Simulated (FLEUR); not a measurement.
Records of electronic-structure calculations.

```cif
data_fege
_symmetry_space_group_name_H-M 'P6/mmm'
_symmetry_Int_Tables_number 191
_cell_length_a 4.9976
_cell_length_b 4.9976
_cell_length_c 4.1158
_cell_angle_alpha 90.000
_cell_angle_beta 90.000
_cell_angle_gamma 120.000
_cell_volume 89.02
loop_
_atom_site_label
_atom_site_type_symbol
_atom_site_symmetry_multiplicity
_atom_site_Wyckoff_symbol
_atom_site_fract_x
_atom_site_fract_y
_atom_site_fract_z
_atom_site_occupancy
Fe1 Fe 3 f 0.50000 0.00000 0.00000 1
Ge1 Ge 1 a 0.00000 0.00000 0.00000 1
Ge2 Ge 2 d 0.33333 0.66667 0.50000 1
_calc_subject 'FeGe: parallel and opposed starts'
_calc_method 'PBEsol; all-electron FLAPW, Dirac cores, scalar-relativistic bands'
_calc_program 'FLEUR MaX-R8.1'
_calc_settings_of_one_run 'kmax 3.6 1/bohr, gmax 10.8 1/bohr, muffin tin radii Fe: 2.3, Ge: 2.3 bohr, lmax Fe: [8, 6], Ge: [8, 6], hist occupations, smearing width 0.03 eV, mixer Anderson, mixing 0.05, max iterations 90, stop 2.00e-5 me/bohr³, collinear spin, 8×8×8 k-mesh, mesh matched on, starting moments 2.8 2.8 2.8 0 0 0 μB'
_calc_cost '3 runs, 8.7 min in all on 4 MPI ranks of AMD EPYC 7R32 (Zen 2), shared host (the runs of this entry)'
_calc_notes 'The run is spin-polarised, with a total moment of 4.12 μB a cell. Only 3 starts were tried; other patterns of signs, canted and longer-period orders were not.'
_calc_lowest_state_found 'ferromagnetic (initial ferro +++)'
_calc_largest_site_spin_moment '1.48 μB'
_calc_next_finished_state 'ferrimagnetic, 137 meV a seeded atom higher'
_calc_energy_gained_by_spin_polarisation '253 meV a seeded atom'
```

[Logs and program files are shortened in this print: banners, set-up blocks, solver, clock and traceback lines can be left out without a mark of their own.]

[Logs are printed without paths, hosts, clocks, repeated set-up lines and the standing remarks that a program may print on its own settings, such as how far it seeks lower states.]

[Hosts, paths, dates, database ids (printed as entryN), source tags and the programs' standing remarks are cut or masked in the printed files.]

[Where a cell is said to come from a database of computed structures, the database is the Materials Project.]
